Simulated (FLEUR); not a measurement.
# Cr: cost and accuracy of the basis cutoff

Two starts of Cr are run at each rung of the basis cutoff. Which rung is enough?

Main program and level: FLEUR MaX-R8.1; PBEsol; all-electron FLAPW, Dirac cores, scalar-relativistic bands.

## 1. The starting structure

It takes space group Im-3m (No. 229, cubic). Conventional cell: a = 2.969 Å, b = 2.969 Å, c = 2.969 Å, α = 90.00°, β = 90.00°, γ = 90.00°. Nearest to Cr lie 8 Cr at 2.57 Å.

Structure file:

```xyz
2
Lattice="2.9689 0.0000 0.0000 0.0000 2.9689 0.0000 0.0000 0.0000 2.9689" Properties=species:S:1:pos:R:3 pbc="T T T"
Cr    0.0000    0.0000    0.0000
Cr    1.4844    1.4844    1.4844
```

The cell comes from a database of computed structures and need not be the stable phase.

The first run's cell of 2 atoms is 2 times the primitive cell; values given for a primitive cell below are for this cell.

## 2. Rung 1 (Kmax 2.16 1/bohr), start ferro ++

The ladder starts at a small basis and climbs, to see from where on the results stand still.

inpgen writes inp.xml from crystal.txt; cutoffs, mixing, functional, smearing and local orbitals are then set in the file. The k list default-1 (kpts.xml, not shown) is a Γ-centred 10×10×10 mesh; where the ranks do not divide the number of points, some are split in two of half the weight.

Input file inp.xml:

```
<?xml version="1.0" encoding="UTF-8" standalone="no"?>
<fleurInput fleurInputVersion="0.39">
   <comment>
      Cr
   </comment>
   <calculationSetup>
      <cutoffs Kmax="2.16" Gmax="6.5" GmaxXC="6.5" numbands="0"/>
      <scfLoop itmax="90" minDistance="0.00002" maxIterBroyd="15" imix="Anderson" alpha="0.05" precondParam="0.0" spinf="2.0" sdNocoIR="T"/>
      <coreElectrons ctail="T" frcor="F" kcrel="0" coretail_lmax="0"/>
      <xcFunctional name="PBEs" relativisticCorrections="F"/>
      <magnetism jspins="2"/>
      <soc l_soc="F" theta="0.0" phi="0.0" spav="F"/>
      <expertModes spex="0" secvar="F"/>
      <geometryOptimization l_f="F" forcealpha="1.0" forcemix="BFGS" epsdisp="0.00001" epsforce="0.00001"/>
      <ldaU l_linMix="F" mixParam="0.05" spinf="1.0"/>
   </calculationSetup>
   <cell>
      <bzIntegration valenceElectrons="28.0" mode="hist" fermiSmearingEnergy="0.00183747">
         <kPointListSelection listName="default-1"/>
         <xi:include xmlns:xi="http://www.w3.org/2001/XInclude" href="kpts.xml"> </xi:include>
      </bzIntegration>
      <xi:include xmlns:xi="http://www.w3.org/2001/XInclude" href="sym.xml"> </xi:include>
      <bulkLattice scale="1.0">
         <bravaisMatrix>
            <row-1>    5.6104066726405621     0.0000000000000000     0.0000000000000000</row-1>
            <row-2>    0.0000000000000000     5.6104066726405621     0.0000000000000000</row-2>
            <row-3>    0.0000000000000000     0.0000000000000000     5.6104066726405621</row-3>
         </bravaisMatrix>
      </bulkLattice>
   </cell>
   <atomSpecies>
      <species name="Chromium (2.500" element="Cr" atomicNumber="24">
         <mtSphere radius="2.37" gridPoints="783" logIncrement="0.015"/>
         <atomicCutoffs lmax="8" lnonsphr="6"/>
         <electronConfig flipSpins="F">
            <coreConfig>(1s1/2) (2s1/2) (2p1/2) (2p3/2)</coreConfig>
            <valenceConfig>(3s1/2) (3p1/2) (3p3/2) (4s1/2) (3d3/2) (3d5/2)</valenceConfig>
            <stateOccupation state="(4s1/2)" spinUp="0.5" spinDown="0.5"/>
            <stateOccupation state="(3d3/2)" spinUp="1.0" spinDown="1.0"/>
            <stateOccupation state="(3d5/2)" spinUp="2.75" spinDown="0.25"/>
         </electronConfig>
         <energyParameters s="4" p="4" d="3" f="4"/>
         <lo type="SCLO" l="0" n="3" eDeriv="0"/>
         <lo type="SCLO" l="1" n="3" eDeriv="0"/>
      </species>
   </atomSpecies>
   <atomGroups>
      <atomGroup species="Chromium (2.500">
         <relPos label="                   1">.0000000000 .0000000000 .0000000000</relPos>
         <force calculate="T" relaxXYZ="TTT"/>
      </atomGroup>
      <atomGroup species="Chromium (2.500">
         <relPos label="                   2">1.000/2.000 1.000/2.000 1.000/2.000</relPos>
         <force calculate="T" relaxXYZ="TTT"/>
      </atomGroup>
   </atomGroups>
   <output dos="F" band="F" slice="F">
      <bandDOS minEnergy="-.5*Htr" maxEnergy="0.5*Htr" sigma="0.015" storeEVData="T"/>
      <plotting iplot="0" polar="F">
         <plot TwoD="T" vec1="  1.0  0.0  0.0" vec2="  0.0  1.0  0.0" vec3="  0.0  0.0  1.0" zero="  0.0  0.0  0.0" file="plot"/>
      </plotting>
      <moessbauerParams electricFieldGradient="F" isomerShift="F" coreHyperfine="F" valenceHyperfine="F"/>
   </output>
</fleurInput>
```

Input file crystal.txt:

```
Cr
&input film=F cartesian=F /
2.96889935510  0.00000000000  0.00000000000
0.00000000000  2.96889935510  0.00000000000
0.00000000000  0.00000000000  2.96889935510
1.8897261246
1.0 1.0 1.0

2
24 0.00000000000  0.00000000000  0.00000000000 : 2.500
24 0.50000000000  0.50000000000  0.50000000000 : 2.500

&kpt div1=10 div2=10 div3=10 gamma=T /
```

Command:

```console
$ OMP_NUM_THREADS=1 inpgen -f crystal.txt > inpgen.log  # inp.xml is then edited as shown
$ OMP_NUM_THREADS=1 mpirun -n 4 fleur_MPI > fleur.log
```

The log of the run:

```text
Welcome to FLEUR        (www.flapw.de)
      MaX-Release 8.1          (www.max-centre.eu)

 ========== k-point set info ==========
 Selected k-point list: default-1
 k-point list type: mesh
 10 x 10 x 10
 Number of k points: 56

 ------------Calculation Setup---------------------------
 Number of MPI-tasks      :            4
 Number of PE/node        :            4
 Number of OMP-threads    :            1
 k-points in parallel     :            4
 pe's per k-point         :            1
 No of k-point loops      :           14
 Eigenvalue solver        :       lapack
 Number of basis functions:           48
 Approximate size of matrices (H+S) per k-point:         0.000 GB
 --------------------------------------------------------
 Iteration:     1   Distance:      64.30688996 me/bohr^3
 Iteration:     2   Distance:      57.14352793 me/bohr^3
 Iteration:     3   Distance:      35.76688063 me/bohr^3
 Iteration:     4   Distance:      41.71568889 me/bohr^3
 Iteration:     5   Distance:      15.18551120 me/bohr^3
 Iteration:     6   Distance:      13.98236126 me/bohr^3
 Iteration:     7   Distance:       4.84187811 me/bohr^3
 Iteration:     8   Distance:       5.42866264 me/bohr^3
 Iteration:     9   Distance:       4.13571342 me/bohr^3
 Iteration:    10   Distance:       3.29646587 me/bohr^3
[... 23 iterations left out ...]
 Iteration:    34   Distance:       0.00035224 me/bohr^3
 Iteration:    35   Distance:       0.00089254 me/bohr^3
 Iteration:    36   Distance:       0.00029885 me/bohr^3
 Iteration:    37   Distance:       0.00370675 me/bohr^3
 Iteration:    38   Distance:       0.00313160 me/bohr^3
 Iteration:    39   Distance:       0.00301873 me/bohr^3
 Iteration:    40   Distance:       0.00323981 me/bohr^3
 Iteration:    41   Distance:       0.00007733 me/bohr^3
 Iteration:    42   Distance:       0.00005818 me/bohr^3
 Iteration:    43   Distance:       0.00001317 me/bohr^3

 ********************************************************************
 Run finished successfully
 Stop message:
   all done
 ********************************************************************

--- out.xml (last complete iteration) ---
<iteration numberForCurrentRun="   43" overallNumber="   43">
         [... left out ...]
         <bandgap value="0.0012732872" units="eV"/>
         <sumValenceSingleParticleEnergies value="-23.4498724250" units="Htr"/>
         <FermiEnergy value="0.2931405533" units="Htr"/>
         <valenceDensity>
            <mtCharges spin="1">
               <mtCharge atomType="1" total="6.2628215" s="1.1811657" p="3.1407517" d="1.9087395" f="0.0198859"/>
               <mtCharge atomType="2" total="6.2628215" s="1.1811657" p="3.1407517" d="1.9087395" f="0.0198859"/>
            </mtCharges>
            <mtCharges spin="2">
               <mtCharge atomType="1" total="6.1941896" s="1.1814167" p="3.1419330" d="1.8394637" f="0.0195327"/>
               <mtCharge atomType="2" total="6.1941896" s="1.1814167" p="3.1419330" d="1.8394637" f="0.0195327"/>
            </mtCharges>
            <spinDependentCharge spin="1" total="14.0732120" interstitial="1.5475690" mtSpheres="12.5256430"/>
            <spinDependentCharge spin="2" total="13.9267880" interstitial="1.5384089" mtSpheres="12.3883791"/>
            <totalCharge value="28.0000000000"/>
         </valenceDensity>
         [... left out ...]
         <magneticMomentsInMTSpheres units="muBohr">
            <globalMagMoment atomType="1" vec="0.00000   0.00000   0.06863"/>
            <localMagMoment atomType="1" vec="0.00000   0.00000   0.06863"/>
            <globalMagMoment atomType="2" vec="0.00000   0.00000   0.06863"/>
            <localMagMoment atomType="2" vec="0.00000   0.00000   0.06863"/>
         </magneticMomentsInMTSpheres>
         [... left out ...]
         <totalEnergy value="    -2099.0515086845" units="Htr">
            <sumOfEigenvalues value="    -1227.1018060264">
               <coreElectrons value="-1203.6519336014"/>
               <valenceElectrons value="-23.4498724250"/>
            </sumOfEigenvalues>
            <densityCoulombPotentialIntegral value="-3226.5512244493"/>
            <densityEffectivePotentialIntegral value="-3350.9730033533"/>
            <chargeDenXCDenIntegral value="-95.0681510332"/>
            <FockExchangeEnergyValence value="0.0000000000"/>
            <FockExchangeEnergyCore value="0.0000000000"/>
         [... left out ...]
            <tkbTimesEntropy value="0.0010700395"/>
            <freeEnergy value="-2099.0525787240"/>
            <extrapolationTo0K value="-2099.0520437043"/>
         </totalEnergy>
         <densityConvergence units="me/bohr^3">
            <chargeDensity spin="1" distance="0.0000055074"/>
            <chargeDensity spin="2" distance="0.0000078006"/>
            <overallChargeDensity distance="0.0000029635"/>
            <spinDensity distance="0.0000131750"/>
         </densityConvergence>
      </iteration>
```

It took 13 s on 4 MPI ranks of Arm Neoverse V1, shared host; peak memory 0.19 GiB; 51 s of CPU time.

Numbers from this step:

- free energy: -57118.1305 eV
- program's band gap on this mesh (in a metal only a level spacing): 0.001273 eV
- final state: weak moments in the typed pattern, under 0.15 μB

After 43 cycles the largest moment is only 0.069 μB, under the 0.15 μB from which a state is called magnetic here.

## 3. Rung 1 (Kmax 2.16 1/bohr), start antiferro +-

The second start gives the energy difference between the two end states, the quantity that is followed up the ladder.

Edit inp.xml of step 2 so:

```diff
@@ -45,2 +45,16 @@
       </species>
+      <species name="Chromium (-2.500" element="Cr" atomicNumber="24">
+         <mtSphere radius="2.37" gridPoints="783" logIncrement="0.015"/>
+         <atomicCutoffs lmax="8" lnonsphr="6"/>
+         <electronConfig flipSpins="F">
+            <coreConfig>(1s1/2) (2s1/2) (2p1/2) (2p3/2)</coreConfig>
+            <valenceConfig>(3s1/2) (3p1/2) (3p3/2) (4s1/2) (3d3/2) (3d5/2)</valenceConfig>
+            <stateOccupation state="(4s1/2)" spinUp="0.5" spinDown="0.5"/>
+            <stateOccupation state="(3d3/2)" spinUp="1.0" spinDown="1.0"/>
+            <stateOccupation state="(3d5/2)" spinUp="0.25" spinDown="2.75"/>
+         </electronConfig>
+         <energyParameters s="4" p="4" d="3" f="4"/>
+         <lo type="SCLO" l="0" n="3" eDeriv="0"/>
+         <lo type="SCLO" l="1" n="3" eDeriv="0"/>
+      </species>
    </atomSpecies>
@@ -51,3 +65,3 @@
       </atomGroup>
-      <atomGroup species="Chromium (2.500">
+      <atomGroup species="Chromium (-2.500">
          <relPos label="                   2">1.000/2.000 1.000/2.000 1.000/2.000</relPos>
```

Edit crystal.txt of step 2 so:

```diff
@@ -10,3 +10,3 @@
 24 0.00000000000  0.00000000000  0.00000000000 : 2.500
-24 0.50000000000  0.50000000000  0.50000000000 : 2.500
+24 0.50000000000  0.50000000000  0.50000000000 : -2.500
```

The log of the run:

```text
[banner, memory and clock lines left out]
Welcome to FLEUR        (www.flapw.de)
      MaX-Release 8.1          (www.max-centre.eu)

 ========== k-point set info ==========
 Selected k-point list: default-1
 k-point list type: mesh
 10 x 10 x 10
 Number of k points: 56

 [... set-up left out ...]
 Iteration:     1   Distance:      63.54360265 me/bohr^3
 Iteration:     2   Distance:      56.53518553 me/bohr^3
 Iteration:     3   Distance:      26.73457009 me/bohr^3
 Iteration:     4   Distance:      30.03792697 me/bohr^3
 Iteration:     5   Distance:       3.91797078 me/bohr^3
 Iteration:     6   Distance:       4.01255693 me/bohr^3
 Iteration:     7   Distance:       2.10261029 me/bohr^3
 Iteration:     8   Distance:       2.24501911 me/bohr^3
[... lines left out ...]
 Iteration:    20   Distance:       0.00498080 me/bohr^3
 Iteration:    21   Distance:       0.00077794 me/bohr^3
 Iteration:    22   Distance:       0.00077898 me/bohr^3
 Iteration:    23   Distance:       0.00006116 me/bohr^3
 Iteration:    24   Distance:       0.00005125 me/bohr^3
 Iteration:    25   Distance:       0.00000955 me/bohr^3

 ********************************************************************
 Run finished successfully
 Stop message:
   all done
 ********************************************************************

--- out.xml (last complete iteration) ---
<iteration numberForCurrentRun="   25" overallNumber="   25">
         [... left out ...]
         <bandgap value="0.0181086955" units="eV"/>
         <sumValenceSingleParticleEnergies value="-23.3304925636" units="Htr"/>
         <FermiEnergy value="0.2930908723" units="Htr"/>
         [... left out ...]
         <magneticMomentsInMTSpheres units="muBohr">
            <globalMagMoment atomType="1" vec="0.00000   0.00000   1.24699"/>
            <globalMagMoment atomType="2" vec="0.00000   0.00000  -1.24699"/>
         </magneticMomentsInMTSpheres>
         [... left out ...]
         <totalEnergy value="    -2099.0488011268" units="Htr">
            <sumOfEigenvalues value="    -1226.7913832780">
               <coreElectrons value="-1203.4608907144"/>
               <valenceElectrons value="-23.3304925636"/>
            </sumOfEigenvalues>
         [... left out ...]
            <freeEnergy value="-2099.0494205249"/>
            <extrapolationTo0K value="-2099.0491108259"/>
         </totalEnergy>
         <densityConvergence units="me/bohr^3">
            <chargeDensity spin="1" distance="0.0000049957"/>
            <chargeDensity spin="2" distance="0.0000049954"/>
            <overallChargeDensity distance="0.0000029465"/>
            <spinDensity distance="0.0000095467"/>
         </densityConvergence>
      </iteration>
```

Run time: 7.8 s. Hardware: 4 MPI ranks; peak memory 0.16 GiB.

This step gave:

```yaml
free_energy: -57118.0445 eV
program_s_band_gap_on_this_mesh_in_a_metal_only_a_level_spacing: 0.01811 eV
magnetization: 0 μB
final_state: antiferromagnetic
largest_moment: 1.247 μB
```

This start lies +43.0 meV a seeded atom from the first; its largest moment is 1.25 μB.

## 4. Rung 2 (Kmax 2.7 1/bohr), start ferro ++

Edit inp.xml of step 3 so:

```diff
@@ -6,3 +6,3 @@
    <calculationSetup>
-      <cutoffs Kmax="2.16" Gmax="6.5" GmaxXC="6.5" numbands="0"/>
+      <cutoffs Kmax="2.7" Gmax="8.1" GmaxXC="8.1" numbands="0"/>
       <scfLoop itmax="90" minDistance="0.00002" maxIterBroyd="15" imix="Anderson" alpha="0.05" precondParam="0.0" spinf="2.0" sdNocoIR="T"/>
@@ -45,16 +45,2 @@
       </species>
-      <species name="Chromium (-2.500" element="Cr" atomicNumber="24">
-         <mtSphere radius="2.37" gridPoints="783" logIncrement="0.015"/>
-         <atomicCutoffs lmax="8" lnonsphr="6"/>
-         <electronConfig flipSpins="F">
-            <coreConfig>(1s1/2) (2s1/2) (2p1/2) (2p3/2)</coreConfig>
-            <valenceConfig>(3s1/2) (3p1/2) (3p3/2) (4s1/2) (3d3/2) (3d5/2)</valenceConfig>
-            <stateOccupation state="(4s1/2)" spinUp="0.5" spinDown="0.5"/>
-            <stateOccupation state="(3d3/2)" spinUp="1.0" spinDown="1.0"/>
-            <stateOccupation state="(3d5/2)" spinUp="0.25" spinDown="2.75"/>
-         </electronConfig>
-         <energyParameters s="4" p="4" d="3" f="4"/>
-         <lo type="SCLO" l="0" n="3" eDeriv="0"/>
-         <lo type="SCLO" l="1" n="3" eDeriv="0"/>
-      </species>
    </atomSpecies>
@@ -65,3 +51,3 @@
       </atomGroup>
-      <atomGroup species="Chromium (-2.500">
+      <atomGroup species="Chromium (2.500">
          <relPos label="                   2">1.000/2.000 1.000/2.000 1.000/2.000</relPos>
```

Edit crystal.txt of step 3 so:

```diff
@@ -10,3 +10,3 @@
 24 0.00000000000  0.00000000000  0.00000000000 : 2.500
-24 0.50000000000  0.50000000000  0.50000000000 : -2.500
+24 0.50000000000  0.50000000000  0.50000000000 : 2.500
```

The log of the run:

```text
[banner, memory and clock lines left out]
Welcome to FLEUR        (www.flapw.de)
      MaX-Release 8.1          (www.max-centre.eu)

 ========== k-point set info ==========
 Selected k-point list: default-1
 k-point list type: mesh
 10 x 10 x 10
 Number of k points: 56

 [... set-up left out ...]
 Iteration:     1   Distance:      44.72940804 me/bohr^3
 Iteration:     2   Distance:      40.01909134 me/bohr^3
 Iteration:     3   Distance:      18.55966575 me/bohr^3
 Iteration:     4   Distance:      31.82179243 me/bohr^3
 Iteration:     5   Distance:      27.75267592 me/bohr^3
[...]
<sumOfEigenvalues value="    -1222.9700783232">
               <coreElectrons value="-1201.2952638754"/>
               <valenceElectrons value="-21.6748144478"/>
            </sumOfEigenvalues>
         [... left out ...]
            <freeEnergy value="-2099.5724393801"/>
            <extrapolationTo0K value="-2099.5721517121"/>
         </totalEnergy>
         <densityConvergence units="me/bohr^3">
            <chargeDensity spin="1" distance="0.0000102937"/>
            <chargeDensity spin="2" distance="0.0000041847"/>
            <overallChargeDensity distance="0.0000127872"/>
            <spinDensity distance="0.0000091340"/>
         </densityConvergence>
      </iteration>
```

It took 10 s on 4 MPI ranks; peak memory 0.19 GiB; 41 s of CPU time.

Read from the output:

* free energy: -57132.2766 eV
* program's band gap on this mesh (in a metal only a level spacing): 0.004064 eV
* final state: non-magnetic

After 30 cycles the seed has died away: no moment is left.

## 5. Rung 2 (Kmax 2.7 1/bohr), start antiferro +-

Edit inp.xml of step 4 so:

```diff
@@ -45,2 +45,16 @@
       </species>
+      <species name="Chromium (-2.500" element="Cr" atomicNumber="24">
+         <mtSphere radius="2.37" gridPoints="783" logIncrement="0.015"/>
+         <atomicCutoffs lmax="8" lnonsphr="6"/>
+         <electronConfig flipSpins="F">
+            <coreConfig>(1s1/2) (2s1/2) (2p1/2) (2p3/2)</coreConfig>
+            <valenceConfig>(3s1/2) (3p1/2) (3p3/2) (4s1/2) (3d3/2) (3d5/2)</valenceConfig>
+            <stateOccupation state="(4s1/2)" spinUp="0.5" spinDown="0.5"/>
+            <stateOccupation state="(3d3/2)" spinUp="1.0" spinDown="1.0"/>
+            <stateOccupation state="(3d5/2)" spinUp="0.25" spinDown="2.75"/>
+         </electronConfig>
+         <energyParameters s="4" p="4" d="3" f="4"/>
+         <lo type="SCLO" l="0" n="3" eDeriv="0"/>
+         <lo type="SCLO" l="1" n="3" eDeriv="0"/>
+      </species>
    </atomSpecies>
@@ -51,3 +65,3 @@
       </atomGroup>
-      <atomGroup species="Chromium (2.500">
+      <atomGroup species="Chromium (-2.500">
          <relPos label="                   2">1.000/2.000 1.000/2.000 1.000/2.000</relPos>
```

Edit crystal.txt of step 4 so:

```diff
@@ -10,3 +10,3 @@
 24 0.00000000000  0.00000000000  0.00000000000 : 2.500
-24 0.50000000000  0.50000000000  0.50000000000 : 2.500
+24 0.50000000000  0.50000000000  0.50000000000 : -2.500
```

The log of the run:

```text
[banner, memory and clock lines left out]
Welcome to FLEUR        (www.flapw.de)
      MaX-Release 8.1          (www.max-centre.eu)

 ========== k-point set info ==========
 Selected k-point list: default-1
 k-point list type: mesh
 10 x 10 x 10
 Number of k points: 56

 [... set-up left out ...]
 Iteration:     1   Distance:      43.68977435 me/bohr^3
 Iteration:     2   Distance:      37.88611035 me/bohr^3
 Iteration:     3   Distance:      13.63089015 me/bohr^3
 Iteration:     4   Distance:      23.88877289 me/bohr^3
 Iteration:     5   Distance:       2.00506410 me/bohr^3
[...]
<sumOfEigenvalues value="    -1222.4825038216">
               <coreElectrons value="-1200.9813288346"/>
               <valenceElectrons value="-21.5011749870"/>
            </sumOfEigenvalues>
         [... left out ...]
            <freeEnergy value="-2099.5771876571"/>
            <extrapolationTo0K value="-2099.5771133046"/>
         </totalEnergy>
         <densityConvergence units="me/bohr^3">
            <chargeDensity spin="1" distance="0.0000008669"/>
            <chargeDensity spin="2" distance="0.0000008669"/>
            <overallChargeDensity distance="0.0000016967"/>
            <spinDensity distance="0.0000003571"/>
         </densityConvergence>
      </iteration>
```

The job ended after 8.2 s (4 MPI ranks; peak memory 0.19 GiB; 32 s of CPU time).

Numbers from this step:

```yaml
free_energy: -57132.4058 eV
program_s_band_gap_on_this_mesh_in_a_metal_only_a_level_spacing: 0.01831 eV
magnetization: 0 μB
final_state: antiferromagnetic
largest_moment: 1.799 μB
```

This start lies -64.6 meV a seeded atom from the first, a change of -107.6 meV since rung 1; its largest moment is 1.80 μB.

[end of part 1 of 3]

[Logs and program files are shortened in this print: banners, set-up blocks, solver, clock and traceback lines can be left out without a mark of their own.]

[Logs are printed without paths, hosts, clocks, repeated set-up lines and the standing remarks that a program may print on its own settings, such as how far it seeks lower states.]

[Hosts, paths, dates, database ids (printed as entryN), source tags and the programs' standing remarks are cut or masked in the printed files.]

[Where a cell is said to come from a database of computed structures, the database is the Materials Project.]
